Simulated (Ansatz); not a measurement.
# Na on W(100): change of the work function

How does one ordered layer of Na (hollow site) change the work function of W(100), and what dipole does each adsorbate carry?

Program: Ansatz 0.2.0. Level of theory: plane-wave DFT, PBE, Ansatz PAW. Results are calculated unless marked as measured.

**1. The structure**

The cell holds 5 atoms: 5 W. Its edges and angles: a = 3.160 Å, b = 3.160 Å, c = 24.320 Å, α = 90.0°, β = 90.0°, γ = 90.0°. Vacuum lies along c.

**2. The clean slab**

The bare slab comes first, as the zero from which every change is counted. The two lowest layers are held at bulk places and the upper ones relax. The dipole correction removes the false field that a one-sided slab makes across the periodic vacuum, so each face gets a flat vacuum level of its own.

File input.yaml:

```yaml
crystal:
  lattice:
    - [3.16, 0.0, 0.0]
    - [0.0, 3.16, 0.0]
    - [0.0, 0.0, 24.32]
  atoms:
    - { symbol: W, position: [0.0, 0.0, 0.3700657895] }
    - { symbol: W, position: [0.5, 0.5, 0.4350328947] }
    - { symbol: W, position: [0.0, 0.0, 0.5] }
    - { symbol: W, position: [0.5, 0.5, 0.5649671053] }
    - { symbol: W, position: [0.0, 0.0, 0.6299342105] }
kpoints:
  mp_grid: { grid: [12, 12, 1] }
hamiltonian:
  xc: pbe
scf:
  occupations: { method: fermi_dirac, width: 0.1 }
  convergence: { dr2_threshold: 1.0e-08 }
efield:
  axis: 3
  dipole_correction: true
  ramp_position: 0.97
  ramp_width: 0.06
relax:
  f_tol: 0.02
  max_steps: 60
  constraints: [{ sites: [0, 1] }]
output:
  write_potential: true
  write_density: true
  volumetric_format: npy
```

Started as:

```bash
ansatz run input.yaml --threads 4 --pin off --max-ram 6144MiB --backend cpu --events-out ev --progress --plain --runs-dir out
```

Numbers of over 12 decimals in the logs are rounded to 6 here.

What it wrote:

```text
Engine: ansatz 0.2.0, aarch64-unknown-linux-gnu
Pseudopotentials: kind: paw
Pseudopotential: W, paw, valence charge 14, recommended cutoff 420 eV (normal), W.paw.azcp
Functional definition: PBE
  parameter kappa = 0.804
  parameter beta = 0.066725
  exchange = pbe_x(kappa = kappa, mu = beta*pi^2/3)
  correlation = pbe_c(beta = beta)
Crystal: 5 atoms, lattice volume = 242.850 Å³
Basis set: ecut = 420 eV, 4785 PW (Γ), exchange–correlation on 48×48×360 points (8 copies of the dense FFT grid, shifted against one another)
Bands: 42, of which v1, the nominal top of the filled ones, is band 35 counted from 1 (34 counted from 0)
Symmetry: 8 space group operations
k-points: 28 of 144
Non-local potential: W, projectors of the file, l = 0: 3, l = 1: 2, l = 2: 2, l = 3: 1
PAW form: soft (Blöchl's): semilocal exchange-correlation on the pseudo side does not see the compensation charge
PAW one-centre angular grid: W, 590 points (default); XC on 64 Gauss nodes
Initial density: superposition of atomic densities (neutral atoms: chi_scale 0, normalization atom), corrected by the library's trained network
Initial wavefunctions: pseudopotential atomic-orbital guess
Functional: x = pbe(κ = 0.804, μ = 0.219515), c = pbe(β = 0.066725)
SCF iter   1: F=—  HF=-51918.951096 eV  |F-HF|=—  |Δ(HF+E_count)|=         —  Δρ=5.95e-3  dr2=2.55e-1  ethr=1.77e-3  p=0.000 e·Å  D=6.81e-15 V/Å  ΔV_dip=-0.00 eV  dr2_dipole=1.36e-7  V_vac-E_F(+/−)=4.35/4.35 eV  ⟨swp⟩=8.6  Hψ=5700  notcnv=0
efield: sawtooth ramp at fractional position 0.9700 (set: `efield.ramp_position`, or a place that a band, a saddle search or an elastic batch's reference lends), width 0.0600; the density the first Hamiltonian is built on has a dipole p = 0.000 e·Å; the dipole correction subtracts the counter field D = 6.81e-15 V/Å, which shifts the + side's vacuum level by -0.00 eV against the − side's; the planar-averaged density in the ramp window peaks in size at 1.3e-5 e/Å³
preconditioner: auto → LDOS  [metal: Δε(μ)=0.012 eV  Ē_g=4.218 eV  σ=0.100 eV  W_gap=0.03  n_scr=44 (ndim 8)  ℏωp=13.1 eV  f_vac=0.578  D(μ)=6.08/eV (n_scr^D=36)  β→1.0]
SCF iter   2: F=—  HF=-51918.934199 eV  |F-HF|=—  |Δ(HF+E_count)|=   1.69e-2  Δρ=4.40e-3  dr2=1.09e-1  ethr=3.64e-4  p=0.000 e·Å  D=4.17e-6 V/Å  ΔV_dip=-0.00 eV  dr2_dipole=3.08e-7  V_vac-E_F(+/−)=4.26/4.26 eV  ⟨swp⟩=2.3  Hψ=2028  notcnv=0
SCF iter   3: F=—  HF=-51918.923002 eV  |F-HF|=—  |Δ(HF+E_count)|=   1.12e-2  Δρ=1.09e-3  dr2=7.42e-3  ethr=1.56e-4  p=0.000 e·Å  D=2.29e-6 V/Å  ΔV_dip=-0.00 eV  dr2_dipole=1.82e-8  V_vac-E_F(+/−)=4.26/4.26 eV  ⟨swp⟩=2.0  Hψ=1782  notcnv=0
SCF iter   4: F=—  HF=-51918.923165 eV  |F-HF|=—  |Δ(HF+E_count)|=   1.63e-4  Δρ=3.17e-4  dr2=3.30e-4  ethr=1.06e-5  p=0.000 e·Å  D=1.72e-6 V/Å  ΔV_dip=-0.00 eV  dr2_dipole=1.10e-9  V_vac-E_F(+/−)=4.24/4.24 eV  ⟨swp⟩=2.3  Hψ=1596  notcnv=0
SCF iter   5: F=—  HF=-51918.923261 eV  |F-HF|=—  |Δ(HF+E_count)|=   9.64e-5  Δρ=1.24e-4  dr2=3.15e-5  ethr=4.72e-7  p=0.000 e·Å  D=1.00e-6 V/Å  ΔV_dip=-0.00 eV  dr2_dipole=1.38e-10  V_vac-E_F(+/−)=4.23/4.23 eV  ⟨swp⟩=3.1  Hψ=2006  notcnv=0
SCF iter   6: F=—  HF=-51918.923293 eV  |F-HF|=—  |Δ(HF+E_count)|=   3.16e-5  Δρ=4.17e-5  dr2=4.78e-6  ethr=4.50e-8  p=0.000 e·Å  D=1.96e-7 V/Å  ΔV_dip=-0.00 eV  dr2_dipole=5.97e-16  V_vac-E_F(+/−)=4.23/4.23 eV  ⟨swp⟩=2.6  Hψ=2033  notcnv=0
SCF iter   7: F=—  HF=-51918.923579 eV  |F-HF|=—  |Δ(HF+E_count)|=   2.87e-4  Δρ=1.09e-5  dr2=2.41e-7  ethr=6.83e-9  p=0.000 e·Å  D=5.72e-8 V/Å  ΔV_dip=-0.00 eV  dr2_dipole=9.73e-12  V_vac-E_F(+/−)=4.23/4.23 eV  ⟨swp⟩=3.0  Hψ=2273  notcnv=0
SCF iter   8: F=—  HF=-51918.923580 eV  |F-HF|=—  |Δ(HF+E_count)|=   8.23e-7  Δρ=2.94e-6  dr2=3.54e-8  ethr=3.44e-10  p=-0.000 e·Å  D=-2.19e-9 V/Å  ΔV_dip=0.00 eV  dr2_dipole=1.09e-13  V_vac-E_F(+/−)=4.23/4.23 eV  ⟨swp⟩=3.1  Hψ=2343  notcnv=0
SCF iter   9: F=-51918.923580 eV  HF=-51918.923580 eV  |F-HF|=8.37e-9  |Δ(HF+E_count)|=   5.98e-8  Δρ=8.67e-7  dr2=5.35e-9  ethr=1.43e-11  p=-0.000 e·Å  D=-1.94e-8 V/Å  ΔV_dip=0.00 eV  dr2_dipole=1.47e-12  V_vac-E_F(+/−)=4.23/4.23 eV  ⟨swp⟩=11.4  Hψ=8999  notcnv=0
SCF 1 converged in 9 iterations: F = -51918.923580 eV  dr2 = 5.35e-9
  greatest PAW one-centre occupation: 1.000 electrons in one spin orbital (limit 2), on the W atom at site 0 (counted from 0), in its partial waves of l = 0
relax step   1: F+E_penalty+E_count = -51918.92358024 eV  Δ(F+E_penalty+E_count) = +0.000e0 eV  max|allowed force component| = 1.592e0 eV/Å  Δτ_max = 0.0000 Å  (9 SCF iters, accepted)
Initial density: handed on by an earlier stage of this run
Initial wavefunctions: those handed on with the density
SCF iter   1: F=—  HF=-51918.860680 eV  |F-HF|=—  |Δ(HF+E_count)|=         —  Δρ=1.54e-2  dr2=6.16e0  ethr=3.10e-3  p=-0.000 e·Å  D=-1.58e-7 V/Å  ΔV_dip=0.00 eV  dr2_dipole=1.87e0  V_vac-E_F(+/−)=4.30/4.30 eV  ⟨swp⟩=6.5  Hψ=3751  notcnv=0
efield: sawtooth ramp at fractional position 0.9700 (set: `efield.ramp_position`, or a place that a band, a saddle search or an elastic batch's reference lends), width 0.0600; the density the first Hamiltonian is built on has a dipole p = -0.000 e·Å; the dipole correction subtracts the counter field D = -1.58e-7 V/Å, which shifts the + side's vacuum level by +0.00 eV against the − side's; the planar-averaged density in the ramp window peaks in size at 1.5e-6 e/Å³
preconditioner: auto → LDOS  [metal: Δε(μ)=0.006 eV  Ē_g=4.379 eV  σ=0.100 eV  W_gap=0.01  n_scr=44 (ndim 8)  ℏωp=13.1 eV  f_vac=0.587  D(μ)=5.24/eV (n_scr^D=14)  β→1.0]
SCF iter   2: F=—  HF=-51918.713984 eV  |F-HF|=—  |Δ(HF+E_count)|=   1.47e-1  Δρ=5.16e-3  dr2=4.47e-1  ethr=3.10e-3  p=0.010 e·Å  D=7.11e-3 V/Å  ΔV_dip=-0.17 eV  dr2_dipole=4.53e-2  V_vac-E_F(+/−)=4.02/4.20 eV  ⟨swp⟩=2.5  Hψ=1825  notcnv=0
SCF iter   3: F=—  HF=-51918.691290 eV  |F-HF|=—  |Δ(HF+E_count)|=   2.27e-2  Δρ=2.17e-3  dr2=7.74e-2  ethr=6.38e-4  p=0.001 e·Å  D=9.34e-4 V/Å  ΔV_dip=-0.02 eV  dr2_dipole=4.37e-3  V_vac-E_F(+/−)=4.21/4.23 eV  ⟨swp⟩=2.5  Hψ=1825  notcnv=0
SCF iter   4: F=—  HF=-51918.684666 eV  |F-HF|=—  |Δ(HF+E_count)|=   6.62e-3  Δρ=4.62e-4  dr2=2.96e-3  ethr=1.11e-4  p=0.004 e·Å  D=2.87e-3 V/Å  ΔV_dip=-0.07 eV  dr2_dipole=7.96e-4  V_vac-E_F(+/−)=4.16/4.23 eV  ⟨swp⟩=2.2  Hψ=1741  notcnv=0
SCF iter   5: F=—  HF=-51918.684365 eV  |F-HF|=—  |Δ(HF+E_count)|=   3.01e-4  Δρ=1.49e-4  dr2=1.60e-4  ethr=4.23e-6  p=0.004 e·Å  D=3.15e-3 V/Å  ΔV_dip=-0.08 eV  dr2_dipole=3.00e-6  V_vac-E_F(+/−)=4.15/4.23 eV  ⟨swp⟩=2.4  Hψ=1933  notcnv=0
[...]
SCF iter   6: F=—  HF=-51919.034438 eV  |F-HF|=—  |Δ(HF+E_count)|=   2.45e-6  Δρ=3.86e-5  dr2=9.60e-6  ethr=8.13e-8  p=0.007 e·Å  D=5.01e-3 V/Å  ΔV_dip=-0.12 eV  dr2_dipole=2.38e-6  V_vac-E_F(+/−)=4.13/4.25 eV  ⟨swp⟩=2.0  Hψ=1754  notcnv=0
SCF iter   7: F=—  HF=-51919.034732 eV  |F-HF|=—  |Δ(HF+E_count)|=   2.94e-4  Δρ=1.68e-5  dr2=1.14e-6  ethr=1.37e-8  p=0.006 e·Å  D=4.83e-3 V/Å  ΔV_dip=-0.12 eV  dr2_dipole=2.79e-7  V_vac-E_F(+/−)=4.13/4.25 eV  ⟨swp⟩=2.3  Hψ=1674  notcnv=0
SCF iter   8: F=—  HF=-51919.034732 eV  |F-HF|=—  |Δ(HF+E_count)|=   3.20e-7  Δρ=6.21e-6  dr2=1.03e-7  ethr=1.62e-9  p=0.006 e·Å  D=4.79e-3 V/Å  ΔV_dip=-0.12 eV  dr2_dipole=1.66e-10  V_vac-E_F(+/−)=4.13/4.25 eV  ⟨swp⟩=2.5  Hψ=1992  notcnv=0
SCF iter   9: F=—  HF=-51919.034733 eV  |F-HF|=—  |Δ(HF+E_count)|=   1.32e-7  Δρ=2.55e-6  dr2=3.68e-8  ethr=1.43e-11  p=0.006 e·Å  D=4.77e-3 V/Å  ΔV_dip=-0.12 eV  dr2_dipole=6.24e-10  V_vac-E_F(+/−)=4.13/4.25 eV  ⟨swp⟩=12.2  Hψ=9836  notcnv=0
SCF iter  10: F=-51919.034733 eV  HF=-51919.034733 eV  |F-HF|=8.15e-9  |Δ(HF+E_count)|=   8.21e-9  Δρ=7.82e-7  dr2=2.91e-9  ethr=1.43e-11  p=0.006 e·Å  D=4.77e-3 V/Å  ΔV_dip=-0.12 eV  dr2_dipole=2.47e-11  V_vac-E_F(+/−)=4.13/4.25 eV  ⟨swp⟩=9.2  Hψ=8766  notcnv=0
SCF 3 converged in 10 iterations: F = -51919.034733 eV  dr2 = 2.91e-9
relax step   3: F+E_penalty+E_count = -51919.03473260 eV  Δ(F+E_penalty+E_count) = -1.112e-1 eV  max|allowed force component| = 2.016e-1 eV/Å  Δτ_max = 0.0990 Å  (10 SCF iters, accepted)
SCF iter   1: F=—  HF=-51919.036582 eV  |F-HF|=—  |Δ(HF+E_count)|=         —  Δρ=7.31e-4  dr2=7.74e-3  ethr=3.62e-4  p=0.006 e·Å  D=4.77e-3 V/Å  ΔV_dip=-0.12 eV  dr2_dipole=1.41e-3  V_vac-E_F(+/−)=4.13/4.25 eV  ⟨swp⟩=1.9  Hψ=1723  notcnv=0
efield: sawtooth ramp at fractional position 0.9700 (set: `efield.ramp_position`, or a place that a band, a saddle search or an elastic batch's reference lends), width 0.0600; the density the first Hamiltonian is built on has a dipole p = 0.006 e·Å; the dipole correction subtracts the counter field D = 4.77e-3 V/Å, which shifts the + side's vacuum level by -0.12 eV against the − side's; the planar-averaged density in the ramp window peaks in size at 2.1e-6 e/Å³
preconditioner: auto → LDOS  [metal: Δε(μ)=0.017 eV  Ē_g=4.256 eV  σ=0.100 eV  W_gap=0.04  n_scr=44 (ndim 8)  ℏωp=13.1 eV  f_vac=0.581  D(μ)=6.09/eV (n_scr^D=36)  β→1.0]
SCF iter   2: F=—  HF=-51919.036463 eV  |F-HF|=—  |Δ(HF+E_count)|=   1.19e-4  Δρ=4.41e-4  dr2=2.28e-3  ethr=1.11e-5  p=0.006 e·Å  D=4.44e-3 V/Å  ΔV_dip=-0.11 eV  dr2_dipole=2.62e-5  V_vac-E_F(+/−)=4.14/4.25 eV  ⟨swp⟩=2.0  Hψ=1771  notcnv=0
SCF iter   3: F=—  HF=-51919.036284 eV  |F-HF|=—  |Δ(HF+E_count)|=   1.79e-4  Δρ=1.27e-4  dr2=1.73e-4  ethr=3.26e-6  p=0.006 e·Å  D=4.65e-3 V/Å  ΔV_dip=-0.11 eV  dr2_dipole=2.42e-8  V_vac-E_F(+/−)=4.14/4.25 eV  ⟨swp⟩=2.1  Hψ=1634  notcnv=0
SCF iter   4: F=—  HF=-51919.036259 eV  |F-HF|=—  |Δ(HF+E_count)|=   2.49e-5  Δρ=2.81e-5  dr2=2.75e-6  ethr=2.47e-7  p=0.006 e·Å  D=4.59e-3 V/Å  ΔV_dip=-0.11 eV  dr2_dipole=2.07e-8  V_vac-E_F(+/−)=4.14/4.25 eV  ⟨swp⟩=3.1  Hψ=1945  notcnv=0
SCF iter   5: F=—  HF=-51919.036537 eV  |F-HF|=—  |Δ(HF+E_count)|=   2.78e-4  Δρ=1.20e-5  dr2=5.50e-7  ethr=3.93e-9  p=0.006 e·Å  D=4.56e-3 V/Å  ΔV_dip=-0.11 eV  dr2_dipole=7.15e-9  V_vac-E_F(+/−)=4.14/4.25 eV  ⟨swp⟩=2.9  Hψ=2276  notcnv=0
SCF iter   6: F=—  HF=-51919.036538 eV  |F-HF|=—  |Δ(HF+E_count)|=   4.48e-7  Δρ=5.04e-6  dr2=1.34e-7  ethr=7.85e-10  p=0.006 e·Å  D=4.56e-3 V/Å  ΔV_dip=-0.11 eV  dr2_dipole=2.24e-9  V_vac-E_F(+/−)=4.14/4.25 eV  ⟨swp⟩=2.3  Hψ=1805  notcnv=0
SCF iter   7: F=—  HF=-51919.036538 eV  |F-HF|=—  |Δ(HF+E_count)|=   1.56e-7  Δρ=1.69e-6  dr2=1.86e-8  ethr=1.91e-10  p=0.006 e·Å  D=4.56e-3 V/Å  ΔV_dip=-0.11 eV  dr2_dipole=2.72e-10  V_vac-E_F(+/−)=4.14/4.25 eV  ⟨swp⟩=2.4  Hψ=1669  notcnv=0
SCF iter   8: F=-51919.036538 eV  HF=-51919.036538 eV  |F-HF|=9.17e-10  |Δ(HF+E_count)|=   2.06e-8  Δρ=2.85e-7  dr2=4.76e-10  ethr=1.43e-11  p=0.006 e·Å  D=4.56e-3 V/Å  ΔV_dip=-0.11 eV  dr2_dipole=4.89e-11  V_vac-E_F(+/−)=4.14/4.25 eV  ⟨swp⟩=11.2  Hψ=8810  notcnv=0
SCF 4 converged in 8 iterations: F = -51919.036538 eV  dr2 = 4.76e-10
relax step   4: F+E_penalty+E_count = -51919.03653794 eV  Δ(F+E_penalty+E_count) = -1.805e-3 eV  max|allowed force component| = 1.013e-2 eV/Å  Δτ_max = 0.0132 Å  (8 SCF iters, accepted)
NSCF: frozen V_eff on 28 k-points
the band table was solved once a step of the walk had ended and its energy, with any forces and stress, was formed, with the checks that follow a solve (5706 applications of the Hamiltonian). They found nothing against the state; the energy, forces and stress were not computed again (output.eigenvalues in the input reference)
WARN: The output density's exchange-correlation potential varies sharply where the density is thin. Do not read a vacuum level from v_tot or v_xc, or from such a field of the output density. On a cell that repeats whose density bears no net charge and no dipole along the vacuum's axis use v_es (v_loc + v_h of the components); under efield.dipole_correction with no amplitude use v_es + v_field, which holds any externa [...]
SCF converged after 8 iterations
Free energy (F): -51919.036538 eV
Harris-Foulkes:  -51919.036538 eV  (|F-HF|=9.17e-10)
Internal energy: -51918.841452 eV  (E = F + TS)
E sigma→0 (E₀):  -51918.938995 eV
Entropy (-TS):   -0.195086 eV (-39.017 meV/atom)
Fermi energy:    4.625999 eV
Dipole field:    D = 0.004553 V/Å  (p = 0.006111 e·Å, saw-weighted, corrected)
Work function:   Φ+ = 4.1402 eV   Φ− = 4.2509 eV
Levels:          The Fermi level and band energies are counted from a zero that moves with the ramp; work functions are not
--- Per-component energies (eV) ---
  E_band       = -1645.874117
  E_kinetic    = 2239.392053
  E_local      = -86026.431704  (includes V_loc(G=0)·N_el)
  E_nonlocal   = 8.030762
  E_hartree    = 41971.393780
  E_xc         = -1327.462600
  E_vxc        = -1184.410986  (∫ρ·V_xc dr)
  E_paw        = -42812.968297  (= ΣΔE_a)
  E_vpaw       = -625.239658  (= ΣTr[D̂ρ^β])
  E_aug_tail   = -0.000292  (compensation charges beyond the density's cutoff)
  E_efield     = 0.000014  (sawtooth field / dipole correction)
  E_vefield    = 0.001484  (∫n·V_field dr)
  E_ewald      = 34029.204834
  E_smearing   = -0.195086  (= −TS)
  E_closure    = -0.000000  (closes the sum)
  Σ components = -51919.036538   (vs F -51919.036538, Δ=0.00e0)
--- Forces (eV/Å), atoms counted from 1 ---
  atom   1  W      0.00000000    -0.00000000     1.17619827
  atom   2  W     -0.00000000     0.00000000    -1.16365842
  atom   3  W      0.00000000     0.00000000     0.00643896
  atom   4  W     -0.00000000     0.00000000    -0.00883341
  atom   5  W     -0.00000000     0.00000000    -0.01013391
  max |Σ_I F_I| component: 1.15e-5 eV/Å
--- Band table (eV; the first three rows and the last of 28) ---
  k-point 0: bands = [... 31 lower, 3.9668, 3.9668, 4.2629, 4.3964, 4.5526, 4.7209, 4.7256, 4.7256, ... 3 higher]
  k-point 1: bands = [... 31 lower, 3.9951, 4.0760, 4.0848, 4.3099, 4.4402, 4.6657, 5.2346, 5.2855, ... 3 higher]
  k-point 2: bands = [... 31 lower, 3.8308, 3.8974, 3.9275, 4.0569, 4.7980, 5.0730, 5.4757, 5.6383, ... 3 higher]
  k-point 27: bands = [... 31 lower, 3.6812, 3.6812, 6.3929, 6.3929, 6.4506, 6.5904, 7.0051, 7.0051, ... 3 higher]
--- Relaxed structure (4 steps of the walk, 3 accepted, 0 SCFs on fresh bases) ---
  F+E_penalty+E_count = -51919.03653794 eV   max|allowed force component| = 1.013e-2 eV/Å
  atoms:
    - { symbol: W, position: [0.0, 0.0, 0.3700657895] }
    - { symbol: W, position: [0.500000, 0.500000, 0.435033] }
    - { symbol: W, position: [0, 0, 0.499966] }
    - { symbol: W, position: [0.500000, 0.500000, 0.567590] }
    - { symbol: W, position: [-5.274927382685451e-18, 0, 0.626407] }
```

It took 31 s on 4 threads of Arm Neoverse V1, shared host; peak memory 0.63 GiB.

The steps of the relaxation:

| step | energy less that of the first step (eV) | largest force component (eV/Å) |
| --- | --- | --- |
| 1 | 0.0000 | 1.5923 |
| 2 | 0.2389 | 2.9711 |
| 3 | -0.1112 | 0.2016 |
| 4 | -0.1130 | 0.0101 |

Relaxation step 2 was tried and not accepted.

The run keeps the 8 symmetry operations that it works with, so distortions that break them were not tested.

The atoms that moved most (Å):

| atom | dx | dy | dz | length |
| --- | --- | --- | --- | --- |
| W5 | 0.000 | 0.000 | -0.086 | 0.086 |
| W4 | 0.000 | 0.000 | 0.064 | 0.064 |

Numbers from this step:

```yaml
energy_at_zero_smearing: -51918.9390 eV
work_function_upper_face: 4.140 eV
work_function_lower_face: 4.251 eV
dipole_along_the_normal: 0.006111 e·Å
step_between_the_vacuum_levels: -0.1107 eV
```

Running mean over 1.58 Å of the planar mean; the ramp of the sawtooth is left out. Table of electron's electrostatic potential energy less the Fermi level by z:

| z (Å) | electron's electrostatic potential energy less the Fermi level (eV) |
| --- | --- |
| 3.0 | 4.25 |
| 3.5 | 4.25 |
| 4.0 | 4.25 |
| 4.5 | 4.25 |
| 5.0 | 4.24 |
| 5.5 | 4.22 |
| 6.0 | 4.16 |
| 6.5 | 3.97 |
| 7.0 | 3.41 |
| 7.5 | 1.68 |
| 8.0 | -2.58 |
| 8.5 | -8.00 |
| 9.0 | -11.3 |
| 9.5 | -12.2 |
| 10.0 | -12.4 |
| 10.5 | -12.5 |
| 11.0 | -12.6 |
| 11.5 | -12.7 |
| 12.0 | -12.6 |
| 12.5 | -12.2 |
| 13.0 | -12.0 |
| 13.5 | -12.4 |
| 14.0 | -13.4 |
| 14.5 | -13.9 |
| 15.0 | -13.0 |
| 15.5 | -10.2 |
| 16.0 | -5.21 |
| 16.5 | -0.0115 |
| 17.0 | 2.77 |
| 17.5 | 3.68 |
| 18.0 | 3.99 |
| 18.5 | 4.09 |
| 19.0 | 4.12 |
| 19.5 | 4.13 |
| 20.0 | 4.14 |
| 20.5 | 4.14 |
| 21.0 | 4.14 |

The relaxation took 4 steps and lowered the energy by 0.11 eV; the largest force on the free atoms ends at 0.010 eV/Å.

The work function of the upper face is 4.14 eV.

[end of part 1 of 2]

[Logs are printed without paths, hosts, clocks, repeated set-up lines and the standing remarks that a program may print on its own settings, such as how far it seeks lower states.]

[Hosts, paths, dates, database ids (printed as entryN), source tags and the programs' standing remarks are cut or masked in the printed files.]

[Maps of the electrostatic potential energy from Ansatz leave out the sawtooth potential of an applied field or a dipole correction, so their vacuum need not be flat; planar profiles and work functions include it.]
